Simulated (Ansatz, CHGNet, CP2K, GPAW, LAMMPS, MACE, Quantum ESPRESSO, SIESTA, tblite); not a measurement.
# Glassy 25SiO2-50B2O3-12CaO-12Na2O (mol %) (62 atoms), the geometry as built

62 atoms (4 Si, 16 B, 2 Ca, 4 Na, 36 O) placed at random at 2.2 g/cm³, melted at 3000 K for 20 ps at fixed volume with the Buckingham and Coulomb pair potential of Guillot and Sator (Geochim. Cosmochim. Acta 71, 1249 (2007)) with the boron terms of Wang et al. (J. Non-Cryst. Solids 498, 294 (2018)). Quenched from 3000 K to 300 K at 20 K/ps and fixed volume, held 10 ps at zero pressure.

This is the geometry as built. Method: Kohn-Sham DFT, PBE, SSSP efficiency 1.3.0 pseudopotentials, plane waves; sssp-1.3.0-efficiency; 60/480 Ry; levels smeared at 580 K (Quantum ESPRESSO 7.5); Γ point; density 2.40 g/cm³.

Extended XYZ; positions in Å, forces in eV/Å:

```xyz
62
Lattice="8.940 0.000 0.000 0.000 8.940 0.000 0.000 0.000 8.940" Properties=species:S:1:pos:R:3:forces:R:3 pbc="T T T"
Si 4.019 4.117 4.748 -1.251 0.768 -1.190
Si 8.771 8.307 6.683 -1.234 -0.638 -1.376
Si 1.095 4.063 0.861 1.656 -0.604 1.043
Si 5.538 2.666 8.165 0.861 -0.006 0.051
B 3.867 6.275 2.921 0.467 0.814 0.195
B 6.107 6.116 1.409 -2.974 -0.145 2.700
B 8.744 5.405 5.610 -1.662 0.580 -1.297
B 0.287 2.435 3.233 0.756 0.423 1.050
B 8.328 6.208 2.910 2.473 0.200 2.349
B 4.057 1.921 2.953 -0.316 -1.105 -0.419
B 5.291 8.568 3.906 -0.275 0.044 1.022
B 3.199 2.243 0.669 -2.177 -0.776 0.662
B 7.775 0.359 4.072 -0.606 -1.087 1.008
B 8.356 2.312 8.864 0.189 -1.854 -1.033
B 1.470 7.011 1.520 -0.921 0.257 0.644
B 1.520 3.441 5.387 0.428 2.010 -0.585
B 1.382 0.399 8.697 0.337 0.259 1.172
B 6.136 5.100 6.566 0.258 0.710 0.264
B 5.005 0.563 6.593 2.085 -2.259 -2.500
B 6.129 7.545 7.928 0.718 -0.468 -3.780
Ca 4.006 8.536 0.995 -0.846 0.574 0.581
Ca 8.081 5.685 8.313 0.105 0.315 -0.712
Na 2.218 7.322 4.840 0.045 -0.135 -0.343
Na 3.910 5.517 8.407 -0.174 -0.489 0.181
Na 7.524 8.712 1.165 0.728 0.509 0.319
Na 6.704 3.895 3.817 0.336 0.129 0.016
O 4.890 5.664 1.993 2.124 -0.174 -1.421
O 8.293 0.177 5.328 0.450 0.455 0.230
O 5.058 1.893 6.831 -0.663 0.311 -0.537
O 5.916 6.465 7.014 -0.521 -0.473 -0.079
O 0.283 1.283 0.227 -2.147 0.631 0.140
O 4.752 0.707 3.036 -0.659 1.217 -1.299
O 5.131 0.022 5.318 -0.818 0.705 1.568
O 0.997 2.633 4.414 -0.502 -0.246 -0.345
O 4.555 7.382 3.593 -0.204 -0.301 0.296
O 2.904 3.382 5.664 -1.129 -0.225 0.433
O 0.060 6.762 6.158 1.494 0.054 0.600
O 2.762 6.882 2.122 0.662 0.582 -0.563
O 3.291 5.302 3.833 0.136 -0.143 0.732
O 4.525 3.014 3.651 0.767 -0.448 0.009
O 7.508 4.874 6.202 0.442 -0.814 0.672
O 7.543 8.067 7.740 0.194 0.059 1.729
O 1.424 8.072 0.553 0.146 -0.603 -0.051
O 6.999 2.065 8.581 2.155 -0.270 1.034
O 1.053 5.700 0.896 -0.249 -2.069 -1.769
O 8.893 3.589 8.726 -1.331 0.812 -0.689
O 2.936 1.957 2.095 1.750 -0.244 1.910
O 2.632 1.069 8.910 1.569 -0.049 -1.177
O 2.493 3.448 0.334 -0.101 1.940 -0.396
O 5.276 4.718 5.515 -0.563 -0.319 -0.960
O 0.343 7.139 2.559 -0.379 0.585 0.117
O 5.967 6.953 0.329 0.147 0.909 1.052
O 8.251 1.401 3.281 0.375 1.263 -1.501
O 7.340 5.856 1.971 -0.521 -0.687 -0.747
O 0.874 4.533 5.952 1.001 -1.025 -0.130
O 6.772 8.443 3.606 0.610 0.897 -0.464
O 8.527 5.520 4.124 -1.243 0.055 -1.818
O 4.618 2.360 0.519 0.556 -0.005 -0.513
O 5.773 4.216 7.793 -0.027 0.855 0.680
O 1.160 0.062 7.292 -0.428 -0.373 -0.759
O 5.236 8.625 7.666 -1.414 0.358 2.046
O 0.444 3.351 2.180 -0.685 -1.250 1.947
```

The quench rate of 20 K/ps is many orders above laboratory rates, so the cell is likely richer in defects and strain than a real sample. The network of bonds at the start is that of the classical potential that made the cell, and needn't be the one that DFT or experiment would give. Only the Γ point is sampled, in a cell whose shortest periodic width is 9 Å.

The r.m.s. force component is 1.04 eV/Å; the longest force, 4.02 eV/Å, acts on B6.

[Long decimals in the printed logs are rounded to 6 places.]

[Logs are printed without paths, hosts, clocks, repeated set-up lines and the standing remarks that a program may print on its own settings, such as how far it seeks lower states.]

[Hosts, paths, dates, database ids (printed as entryN), source tags and the programs' standing remarks are cut or masked in the printed files.]
